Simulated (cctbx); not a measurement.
## Yb2Ti7: precision against data quality

Space group R-3m (no. 166), a = 5.5240 Å, b = 5.5240 Å, c = 41.9360 Å, α = 90.00°, β = 90.00°, γ = 120.00°.

```csv
atom,mult.,x,y,z,Ueq (Å²)
Yb1,6,1/3,2/3,0.8144,0.0022
Yb2,6,1/3,2/3,0.7178,0.0026
Ti1,18,0.3307,0.1654,0.7769,0.0036
Ti2,9,1/2,1/2,0,0.0053
Ti3,6,2/3,1/3,0.7210,0.0060
Ti4,6,1/3,2/3,0.9445,0.0038
Ti5,3,2/3,1/3,5/6,0.0049
```

The model was made for the exercise: a known structure type with other elements put in, its volume estimated, not relaxed; displacement parameters are assumed.

Five simulated data sets (cctbx; Ag Kα, λ = 0.56087 Å; 2 % proportional error) differ in resolution or exposure (noise floor 4 counts in the first three, 8 in the last two). Each is refined with the right model, isotropic at 1.1 Å and anisotropic otherwise. How do the figures of merit and the uncertainties move?

```csv
d min (Å),top counts,"⟨I/σ⟩ (unmerged, absences included)",unique,param. (scale apart),Rint,R1,GooF,largest s.u. xyz (fractional),s.u. U of Ti1 (Å²),largest error (Å)
1.1,70000,10.6,142,13,0.016,0.0045,1.00,0.00009,0.0002,0.0008
0.84,70000,10.0,302,24,0.019,0.0039,0.90,0.00005,0.0001,0.0004
0.6,70000,9.0,750,24,0.019,0.0046,0.91,0.00003,0.0000,0.0004
0.75,300,0.6,408,24,0.323,0.0547,0.87,0.00132,0.0023,0.0117
0.75,3000,2.7,408,24,0.061,0.0167,0.87,0.00023,0.0004,0.0021
```

The number of reflections grows roughly as 1/d³: 142, 302 and 750 here. R1 follows the noise rather than the truth: at 300 counts it is 0.0547, at 3000 counts 0.0167, while GooF is 0.87 and 0.87: the weights 1/σ² carry the noise. The s.u. of U (U11 where anisotropic) for Ti1 goes 0.0002, 0.0001, 0.0000 Å² with resolution and 0.0023, 0.0004 Å² with exposure.

Hardware for the 0.6 Å refinement: 0.47 s on 1 thread of Arm Neoverse V2, on a shared host, peak memory 0.1 GiB.

[Logs are printed without paths, hosts, clocks, repeated set-up lines and the standing remarks that a program may print on its own settings, such as how far it seeks lower states.]
